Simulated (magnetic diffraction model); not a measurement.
# FeAg₄: what an assumed order does to the neutron pattern

Space group I4/m (no. 87), a = 6.5880 Å, c = 4.0910 Å.

```
site  atom       x       y    z
  8h    Ag  0.1034  0.7056  1/2
  2a    Fe       0       0    0
```

This is a made-up structure (elements placed in a structure type, unrelaxed), so the numbers test the method and describe no known phase.

Only Fe is taken to order (form factors of Fe2+); orders and moment sizes are assumed, and not adapted to the symmetry. Radiation: neutrons of λ = 1.8 Å, 5° to 70°; isotropic B of 0.53 Å² (Ag) and 0.77 Å² (Fe). Simulated constant-wavelength pattern: nuclear and magnetic terms add, the magnetic one as |2.695 fm × Σ f S⊥ exp(2πi Q·r) exp(−B s²)|², summed over all Q at one angle with the factor 1/(sin²θ cos θ). For collinear order S is the moment m, which repeats by lattice and centring translations R with the sign exp(−2πi k·R). Free-ion form factors, Sears's scattering lengths of 1992, no absorption; a label names one of the reflections at its angle. The strongest nuclear line in the range is 100, and lines under 0.2 are left out.

Assume the order k = (1/2 0 1/2), collinear moments along [010], 2.17 μB on Fe.

Predict the pattern, nuclear and magnetic parts apart.

| 2θ (°) | index | nuclear | magnetic |
| --- | --- | --- | --- |
| 14.88 | (1/2 0 1/2) | 0.0 | 5.7 |
| 21.70 | (1/2 1 -1/2) | 0.0 | 2.3 |
| 22.28 | (1 1 0) | 3.0 | 0.0 |
| 26.90 | (3/2 0 -1/2) | 0.0 | 1.4 |
| 30.02 | (1 0 1) | 2.0 | 0.0 |
| 31.30 | (3/2 1 1/2) | 0.0 | 1.4 |
| 31.71 | (2 0 0) | 0.5 | 0.0 |
| 35.20 | (1/2 2 1/2) | 0.0 | 0.2 |
| 39.39 | (1/2 0 -3/2) | 0.0 | 0.5 |
| 42.05 | (5/2 0 1/2) | 0.0 | 0.7 |
| 42.65 | (1/2 1 3/2) | 0.0 | 0.6 |
| 44.23 | (2 1 1) | 100.0 | 0.0 |
| 45.16 | (5/2 1 -1/2) | 0.0 | 0.5 |
| 45.46 | (2 2 0) | 0.7 | 0.0 |
| 45.72 | (3/2 0 3/2) | 0.0 | 0.3 |
| 48.63 | (3/2 1 -3/2) | 0.0 | 0.4 |
| 51.19 | (3 1 0) | 38.0 | 0.0 |
| 51.42 | (1/2 2 -3/2) | 0.0 | 0.2 |
| 52.21 | (0 0 2) | 18.4 | 0.0 |
| 53.62 | (5/2 2 1/2) | 0.0 | 0.2 |
| 55.44 | (3 0 1) | 1.4 | 0.0 |
| 56.71 | (3/2 2 3/2) | 0.0 | 0.3 |
| 57.44 | (1 1 2) | 1.0 | 0.0 |
| 59.23 | (5/2 1 3/2) | 0.0 | 0.2 |
| 62.39 | (2 0 2) | 0.3 | 0.0 |
| 65.29 | (3 2 1) | 1.2 | 0.0 |
| 66.25 | (4 0 0) | 0.4 | 0.0 |

The strongest magnetic line in the range is (1/2 0 1/2) at 14.88° (5.7). On top of the Lorentz factor, which all lines share, magnetic lines fade with angle because f falls: for Fe2+ it is 0.90, 0.68, 0.45 and 0.15 at sin θ/λ = 0.1, 0.2, 0.3 and 0.5 Å⁻¹, while nuclear lengths stay constant. The order has no net moment.

[Logs are printed without paths, hosts, clocks, repeated set-up lines and the standing remarks that a program may print on its own settings, such as how far it seeks lower states.]
